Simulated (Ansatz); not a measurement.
# Optical response of HfSiO4 (Hafnon), part 2 of 2

What colour and refractive index does HfSiO4 (Hafnon) have at this level of theory?

Ansatz 0.2.0; DFT, PBE, plane-wave PAW, default files, scalar-relativistic, independent-particle optical response without local fields.

So far. Step 2 (Ground state and bands): There is a gap, 5.46 eV on the path, so no carriers' term is needed. The cell is left with a pressure of 7.5 GPa and forces up to 0.34 eV/Å, as it stands unrelaxed at this level.

### Step 3. Spectrum

With the density converged, the vertical transitions are summed over the zone.

This step: DFT, PBE, plane-wave PAW, default files, scalar-relativistic, independent-particle optical response without local fields (Ansatz 0.2.0).

Contents of input.yaml:

```yaml
crystal:
  lattice:
    - [-3.28625, 3.28625, 2.9816]
    - [3.28625, -3.28625, 2.9816]
    - [3.28625, 3.28625, -2.9816]
  atoms:
    - { symbol: Hf, position: [0.0, 0.0, 0.0] }
    - { symbol: Hf, position: [0.75, 0.25, 0.5] }
    - { symbol: Si, position: [0.5, 0.5, 0.0] }
    - { symbol: Si, position: [0.25, 0.75, 0.5] }
    - { symbol: O, position: [0.6802, 0.4957, 0.8155] }
    - { symbol: O, position: [0.2457, 0.9302, 0.3155] }
    - { symbol: O, position: [0.6802, 0.8647, 0.1845] }
    - { symbol: O, position: [0.6147, 0.9302, 0.6845] }
    - { symbol: O, position: [0.0698, 0.3853, 0.3155] }
    - { symbol: O, position: [0.5043, 0.3198, 0.1845] }
    - { symbol: O, position: [0.0698, 0.7543, 0.6845] }
    - { symbol: O, position: [0.1353, 0.3198, 0.8155] }
kpoints:
  mp_grid: { grid: [5, 5, 5] }
scf:
  occupations: { method: fixed }
hamiltonian:
  xc: pbe
  pseudopotentials: { kind: paw }
output:
  optics:
    e_range: [0, 12]
    de: 0.05
    sigma: 0.15
    nscf_kmesh: { grid: [5, 5, 5] }
    bands: { spectra_wanted_up_to: 12 }
```

Started as:

```sh
$ ansatz run input.yaml --threads 4 --pin off --max-ram 8192MiB --backend cpu --events-out ev --progress --plain --runs-dir out
```

Log:

```text
[...]
Crystal: 12 atoms, lattice volume = 128.798 Å³
Basis set: ecut = 420 eV, 2513 PW (Γ)
Bands: 66, of which v1, the nominal top of the filled ones, is band 54 counted from 1 (53 counted from 0)
Symmetry: 16 space group operations
[...]
k-points: 18 of 125
[...]
SCF iter   1: F=—  HF=-37271.653002 eV  |F-HF|=—  |Δ(HF+E_count)|=         —  Δρ=1.99e-3  dr2=3.43e-3  ethr=1.77e-3  ⟨swp⟩=4.9  Hψ=4311  notcnv=0  defer=176
[...]
SCF iter  11: F=-37271.655168 eV  HF=-37271.655168 eV  |F-HF|=0.00e0  |Δ(HF+E_count)|=  1.46e-11  Δρ=1.87e-8  dr2=3.63e-13  ethr=1.00e-12  ⟨swp⟩=10.6  Hψ=4054  notcnv=0
SCF 1 converged in 11 iterations: F = -37271.655168 eV  dr2 = 3.63e-13
[...]
NSCF: frozen V_eff on 18 k-points
[...]
output.optics: what the bands over the 92 summed would add to eps1, eps2 and the energy-loss function is held between a lower and an upper bound (8 Lanczos steps). eps1, eps2 and their loss function (loss_summed_bands) are given on every row as the summed bands alone make them. Along an axis, on a row where the two bounds hold the loss function to about 1 % of the greater of itself and 0.5 % of |1/eps|, its cell (loss_completed) is given, with the completed eps1 and eps2 that it is formed of (a cell that is left empty reads nan in the table and null in the record). The two bounds hold it so along every axis on all 241 rows up to 12.000 eV. [rest of the remark cut]
SCF converged after 11 iterations
Free energy (F): -37271.655168 eV
[...]
Internal energy: -37271.655168 eV  (E = F + TS)
E sigma→0 (E₀):  -37271.655168 eV
Fermi energy:    10.083329 eV
[...]
--- Band table (eV; the first three rows and the last of 18) ---
  k-point 0: bands = [... 50 lower, 9.5204, 9.5204, 9.5375, 10.0833, 15.9282, 16.1983, 16.3382, 16.3813, ... 8 higher]
  k-point 1: bands = [... 50 lower, 9.2775, 9.3933, 9.5411, 9.9208, 15.7903, 15.8947, 16.2913, 16.3584, ... 8 higher]
  k-point 2: bands = [... 50 lower, 9.2059, 9.2609, 9.4782, 9.5925, 15.5811, 15.5967, 16.4635, 16.4962, ... 8 higher]
  k-point 17: bands = [... 50 lower, 9.0018, 9.0876, 9.1509, 9.2559, 16.2086, 16.2589, 16.7492, 16.8403, ... 8 higher]
```

Wall time 73 s (4 threads of Arm Neoverse V2, shared host); peak memory 1.6 GiB.

Read-outs:

| Quantity | Value |
| --- | --- |
| electronic dielectric constant ε∞, mean of the axes | 4.064 |
| absorption onset, first axis (α over 10⁴ cm⁻¹, or the direct gap if that lies higher) | 5.833 eV |
| main peak of Im epsilon, first axis | 8.415 eV |
| least direct gap on the mesh | 5.833 eV |
| bands summed | 92 |
| spectra valid up to | 19.86 eV |
| program's estimate of the k-sum error in Im epsilon | 0.05 % |
| electrons in the f-sum | 47.09 |

The Im ε has structure finer than the step of the table below, so its rows give means over 0.25 eV. Peaks (eV: height): E ∥ x or y 6.100: 4.59, 8.400: 5.75, 9.850: 4.69; E ∥ z 7.300: 6.32, 8.350: 9.59.

The Im ε by photon energy; means over each step:

```
photon energy (eV)  E ∥ x or y    E ∥ z
              5.25      5.9e-6        0
              5.50      0.0143  0.00291
              5.75       0.785    0.208
              6.00        3.74     1.31
              6.25        4.34     2.16
              6.50        3.88     2.35
              6.75        2.75     2.98
              7.00        2.61     4.61
              7.25        3.26     6.09
              7.50        3.89     5.35
              7.75        4.93     5.24
              8.00        4.66     5.97
              8.25        5.11     8.59
              8.50        5.37     8.54
              8.75        3.90     7.42
              9.00        3.45     6.81
              9.25        3.98     5.91
              9.50        4.46     4.48
              9.75        4.62     4.04
             10.00        4.54     4.47
             10.25        4.16     4.14
             10.50        3.69     3.67
             10.75        3.71     3.92
             11.00        3.50     3.69
             11.25        2.90     3.75
             11.50        2.50     3.92
             11.75        2.70     3.39
```

Re ε against photon energy:

```
photon energy (eV)  E ∥ x or y  E ∥ z
               0.0        3.98   4.24
               0.5        3.98   4.25
               1.0        4.01   4.27
               1.5        4.05   4.32
               2.0        4.11   4.38
               2.5        4.20   4.47
               3.0        4.31   4.60
               3.5        4.47   4.76
               4.0        4.68   4.97
               4.5        4.99   5.27
               5.0        5.49   5.70
               5.5        6.57   6.47
               6.0        8.24   8.11
               6.5        4.70   7.69
               7.0        5.34   8.49
               7.5        5.77   5.44
               8.0        4.10   6.51
               8.5        2.43   2.44
               9.0        2.92  0.997
               9.5        2.87  0.166
              10.0        1.76   1.11
              10.5        1.26  0.940
              11.0       0.843  0.879
              11.5        1.23  0.462
              12.0        1.66  0.147
```

The reflectivity at normal incidence by photon energy; read off at these points:

```
photon energy (eV)  E ∥ x or y (%)  E ∥ z (%)
             0.000            11.0       12.0
             0.250            11.0       12.0
             0.500            11.1       12.0
             0.750            11.1       12.1
             1.000            11.1       12.1
             1.250            11.2       12.2
             1.500            11.3       12.3
             1.750            11.4       12.4
             2.000            11.5       12.5
             2.250            11.7       12.6
             2.500            11.8       12.8
             2.750            12.0       13.0
             3.000            12.3       13.2
             3.250            12.5       13.5
             3.500            12.8       13.8
             3.750            13.1       14.1
             4.000            13.5       14.5
             4.250            14.0       14.9
             4.500            14.6       15.4
             4.750            15.3       16.1
             5.000            16.1       16.8
             5.250            17.3       17.7
             5.500            19.2       19.0
             5.750            23.4       21.2
             6.000            26.5       23.5
             6.250            23.3       23.1
             6.500            21.2       23.4
             6.750            16.9       25.4
             7.000            18.6       27.7
             7.250            20.8       29.0
             7.500            22.2       25.4
             7.750            24.4       26.2
             8.000            22.5       27.6
             8.250            24.1       33.9
             8.400            26.2       35.9
             8.450            26.4       35.6
             8.500            26.2       34.9
             8.750            19.8       32.9
             9.000            17.5       32.9
             9.250            20.0       33.2
             9.500            22.0       28.3
             9.750            22.9       22.4
             9.900            23.5       23.6
            10.000            23.4       25.1
            10.250            23.0       25.1
            10.500            20.7       21.4
            10.750            20.8       23.2
            10.900            21.7       22.9
            11.000            21.4       21.9
            11.250            18.5       22.0
            11.500            14.1       25.4
            11.550            13.7       25.8
            11.750            14.9       23.9
            12.000            15.0       23.3
```

The loss function −Im 1/ε at q → 0 has structure finer than the step of the table below, so its rows give means over 0.5 eV. Peaks (eV: height): E ∥ x or y 6.60: 0.117, 8.75: 0.205, 11.40: 0.339.

Table of loss function −Im 1/ε at q → 0 by energy loss; means over each step:

```
energy loss (eV)  E ∥ x or y   E ∥ z
             5.0           0       0
             5.5     0.00119  3.4e-4
             6.0      0.0473  0.0195
             6.5       0.102  0.0360
             7.0      0.0788  0.0505
             7.5      0.0840  0.0835
             8.0       0.116  0.0753
             8.5       0.156   0.105
             9.0       0.174   0.144
             9.5       0.159   0.217
            10.0       0.192   0.217
            10.5       0.238   0.248
            11.0       0.272   0.253
            11.5       0.313   0.259
```

Values under 1 per cm are given as 1. The absorption coefficient by photon energy:

```
photon energy (eV)  E ∥ x or y (1/cm)  E ∥ z (1/cm)
             0.000                  1             1
             0.500                  1             1
             1.000                  1             1
             1.500                  1             1
             2.000                  1             1
             2.500                  1             1
             3.000                  1             1
             3.500                  1             1
             4.000                  1             1
             4.500                  1             1
             5.000                  1             1
             5.500                289          49.0
             6.000              4.1e5         1.4e5
             6.500              5.7e5         2.8e5
             7.000              3.8e5         5.4e5
             7.500              5.7e5         7.8e5
             8.000              8.2e5         8.5e5
             8.500              1.2e6         1.5e6
             9.000              8.0e5         1.6e6
             9.500              1.1e6         1.4e6
            10.000              1.3e6         1.4e6
            10.500              1.2e6         1.3e6
            11.000              1.3e6         1.3e6
            11.500              1.0e6         1.6e6
            12.000              1.1e6         1.5e6
```

From ε follow the optical constants at some laser lines:

```
wavelength (nm)  n xy   k xy  R (%) xy     1/α xy   n z    k z  R (%) z      1/α z
           1064  2.01  0.000      11.2  over 1 mm  2.07  0.000     12.2  over 1 mm
            800  2.01  0.000      11.3  over 1 mm  2.08  0.000     12.3  over 1 mm
            633  2.03  0.000      11.5  over 1 mm  2.09  0.000     12.5  over 1 mm
            405  2.08  0.000      12.3  over 1 mm  2.15  0.000     13.3  over 1 mm
            365  2.11  0.000      12.7  over 1 mm  2.17  0.000     13.7  over 1 mm
            248  2.34  0.000      16.1  over 1 mm  2.39  0.000     16.8  over 1 mm
            193  2.41  0.846      21.9      18 nm  2.79  0.405     23.1      38 nm
```

Rows near the edge hang on the gap, which this functional as a rule makes too small, and phonon-assisted absorption over an indirect gap is left out.

A film 1 µm thick would pass 79 % of daylight and look colourless in transmission (x = 0.314, y = 0.330).

At 1064 nm the birefringence n(z) − n(x) is +0.065: the crystal is uniaxial positive at this level.

The first strong peak, at 6.12 eV, fits the second-highest filled and the second-lowest empty band, which run nearly parallel at that distance over 80 % of P–N; the match rests on energies alone.

The f-sum over the summed bands holds 47.1 of the cell's 108 electrons outside the frozen cores, 60 of which lie in bands more than 12 eV below the Fermi level, whose transitions come at higher energies. Up to 12 eV the strength has a mean oscillator energy of 8.7 eV, and these transitions give 60 % of ε∞ − 1 along x; the rest comes from higher ones.

### Step 4. Static response with local fields

Perturbation theory gives the static response with local fields and the functional's kernel, and it needs no empty bands.

This step: DFT, PBE, plane-wave PAW, default files, scalar-relativistic, static field response by perturbation theory with local fields (Ansatz 0.2.0).

Changes to input.yaml since step 3:

```diff
@@ -25,8 +25,2 @@
   pseudopotentials: { kind: paw }
-output:
-  optics:
-    e_range: [0, 12]
-    de: 0.05
-    sigma: 0.15
-    nscf_kmesh: { grid: [5, 5, 5] }
-    bands: { spectra_wanted_up_to: 12 }
+dielectric: {}
```

Log:

```text
[...]
Crystal: 12 atoms, lattice volume = 128.798 Å³
Basis set: ecut = 420 eV, 2513 PW (Γ), exchange–correlation on 80×80×80 points (8 copies of the dense FFT grid, shifted against one another)
Bands: 66, of which v1, the nominal top of the filled ones, is band 54 counted from 1 (53 counted from 0)
Symmetry: 16 space group operations
k-points: 39 of 125 (irreducible under 2 space group operations, time reversal used)
[...]
SCF iter   1: F=—  HF=-37271.652922 eV  |F-HF|=—  |Δ(HF+E_count)|=         —  Δρ=1.99e-3  dr2=3.43e-3  ethr=1.77e-3  ⟨swp⟩=5.0  Hψ=9258  notcnv=0  defer=384
[...]
SCF iter  10: F=-37271.655099 eV  HF=-37271.655099 eV  |F-HF|=1.46e-11  |Δ(HF+E_count)|=  1.46e-10  Δρ=1.06e-7  dr2=1.38e-11  ethr=1.00e-12  ⟨swp⟩=10.1  Hψ=7995  notcnv=0
SCF 1 converged in 10 iterations: F = -37271.655099 eV  dr2 = 1.38e-11
[...]
DFPT response loops at Γ: preconditioner auto → none (the input reference at scf.mixing.eps_inf says where Resta's filter doesn't serve); β = 0.50; Broyden in place of MSR1
SCF converged after 10 iterations
Free energy (F): -37271.655099 eV
[...]
Internal energy: -37271.655099 eV  (E = F + TS)
E sigma→0 (E₀):  -37271.655099 eV
Fermi energy:    10.083325 eV
[...]
--- Band table (eV; the first three rows and the last of 39) ---
  k-point 0: bands = [... 50 lower, 9.5204, 9.5204, 9.5375, 10.0833, 15.9281, 16.1983, 16.3382, 16.3813, ... 8 higher]
  k-point 1: bands = [... 50 lower, 9.2775, 9.3933, 9.5411, 9.9208, 15.7903, 15.8946, 16.2913, 16.3583, ... 8 higher]
  k-point 2: bands = [... 50 lower, 9.2059, 9.2609, 9.4782, 9.5925, 15.5811, 15.5967, 16.4635, 16.4962, ... 8 higher]
  k-point 38: bands = [... 50 lower, 9.1766, 9.2832, 9.3902, 9.7031, 15.9087, 16.0122, 16.5494, 16.7868, ... 8 higher]
--- Dielectric response (ions clamped): 2 representative field directions + reference, on 39 of 125 k-points (Σ response iterations 18) ---
  k mesh reduced under 2 symmetry operations, with k and −k counted as one. Each operation leaves every solved perturbation unchanged. A smaller set is not considered because the run solves the response to a homogeneous field
  ε∞ (high-frequency dielectric tensor):
        3.857123     0.000000    -0.000000
       -0.000000     3.857123     0.000000
       -0.000000     0.000000     4.079904
  Born effective charges Z* (e; rows j = field, columns β = displacement):
    site 0:
         5.29317   -0.00000    0.00000
         0.00000    5.29317    0.00000
         0.00000    0.00000    4.63317
    site 1:
         5.29317   -0.00000   -0.00000
        -0.00000    5.29317   -0.00000
         0.00000    0.00000    4.63317
    site 2:
         3.17450   -0.00000    0.00000
        -0.00000    3.17450    0.00000
         0.00000    0.00000    4.31711
    site 3:
         3.17450   -0.00000   -0.00000
         0.00000    3.17450   -0.00000
         0.00000    0.00000    4.31711
    site 4:
        -3.08895    0.00000    0.34321
         0.00000   -1.14488   -0.00000
         0.18512    0.00000   -2.23757
    site 5:
        -1.14488   -0.00000    0.00000
        -0.00000   -3.08895    0.34321
         0.00000    0.18512   -2.23757
    site 6:
        -3.08895   -0.00000   -0.34321
        -0.00000   -1.14488   -0.00000
        -0.18512    0.00000   -2.23757
    site 7:
        -1.14488    0.00000    0.00000
         0.00000   -3.08895   -0.34321
         0.00000   -0.18512   -2.23757
    site 8:
        -3.08895    0.00000   -0.34321
         0.00000   -1.14488    0.00000
        -0.18512    0.00000   -2.23757
    site 9:
        -1.14488    0.00000   -0.00000
         0.00000   -3.08895    0.34321
         0.00000    0.18512   -2.23757
    site 10:
        -3.08895   -0.00000    0.34321
        -0.00000   -1.14488    0.00000
         0.18512    0.00000   -2.23757
    site 11:
        -1.14488   -0.00000   -0.00000
        -0.00000   -3.08895   -0.34321
         0.00000   -0.18512   -2.23757
  Z* charge neutrality: 3.029e-5 e pre-enforcement
  k-mesh period / interband length: 27.6 Å / 1.13 Å = 24.54 at k = (0.0000, 0.0000, 0.4000), direct gap 5.989 eV — 14 or more, which is no proof of convergence
```

Run time: 91 s. Hardware: 4 threads; peak memory 1.5 GiB; 5.8 min of CPU time.

Numbers from this step:

| Item | Value |
| --- | --- |
| electronic dielectric constant ε∞, mean of the axes | 3.931 |

ε∞ with local fields:

```
3.86 0.00 0.00
0.00 3.86 0.00
0.00 0.00 4.08
```

Diagonal elements. Born, by row:

```
atom  Z*xx (e)  Z*yy (e)  Z*zz (e)
 Hf1     5.293     5.293     4.633
 Hf2     5.293     5.293     4.633
 Si3     3.175     3.175     4.317
 Si4     3.175     3.175     4.317
  O5    -3.089    -1.145    -2.238
  O6    -1.145    -3.089    -2.238
  O7    -3.089    -1.145    -2.238
  O8    -1.145    -3.089    -2.238
  O9    -3.089    -1.145    -2.238
 O10    -1.145    -3.089    -2.238
 O11    -3.089    -1.145    -2.238
 O12    -1.145    -3.089    -2.238
```

Mean Born charges are Hf +5.07, Si +3.56 and O -2.16, against formal valences of +4, +4 and -2. That of Hf exceeds its valence by 27 %, the mark of charge moving along hybridised bonds as the atoms shift.

### Step 5. Results

```json
{"gap on the path": "5.46 eV", "least direct gap on the path": "5.84 eV", "electronic dielectric constant ε∞, mean of the axes (independent particles)": "4.06", "absorption onset, first axis (α over 10⁴ cm⁻¹, or the direct gap if that lies higher)": "5.83 eV", "main peak of Im epsilon, first axis": "8.42 eV", "electronic dielectric constant ε∞, mean of the axes (static response with local fields)": "3.93"}
```

At this level (PBE, independent particles) HfSiO4 has a mean ε∞ = 4.06 (3.93 with local fields) and n = 2.00 at 1550 nm (E ∥ x); absorption sets in near 5.8 eV, and Im ε peaks at 8.4 eV (E ∥ x). The gap is indirect (5.46 eV), so absorption without phonons can begin only at the direct gap of 5.84 eV. Lines 0.15 eV wide carry a tail of absorption under the direct gap, past the threshold already at 5.64 eV. Absorption is strong from the direct gap on, 5.83 eV, in the ultraviolet, so the visible is passed. Im ε has its chief maxima at 6.12 eV (4.6), 7.77 eV (5.1), 8.42 eV (5.8) and 9.84 eV (4.7) for E ∥ x or y. The first strong peak, at 6.12 eV, fits the second-highest filled and the second-lowest empty band, which run nearly parallel at that distance over 80 % of P–N; the match rests on energies alone. A film 1 µm thick would pass 79 % of daylight and look colourless in transmission (x = 0.314, y = 0.330). At 1064 nm the birefringence n(z) − n(x) is +0.065: the crystal is uniaxial positive at this level. In the base spectrum excitons and phonon-assisted transitions are missing, and so are local fields; PBE gaps are as a rule too small, which pulls the onset down and ε∞ up. In the base run ε includes the program's bounded estimate of what the bands above those summed add. Spin-orbit coupling is left out although heavy atoms are present.

[Long decimals in the printed logs are rounded to 6 places.]

[Logs are printed without paths, hosts, clocks, repeated set-up lines and the standing remarks that a program may print on its own settings, such as how far it seeks lower states.]

[Hosts, paths, dates, database ids (printed as entryN), source tags and the programs' standing remarks are cut or masked in the printed files.]

[Where the starting crystal was built by hand or by swapping elements, it need not be the compound's stable phase.]

[The count of steps not shown may lack steps that the program refused or didn't finish.]
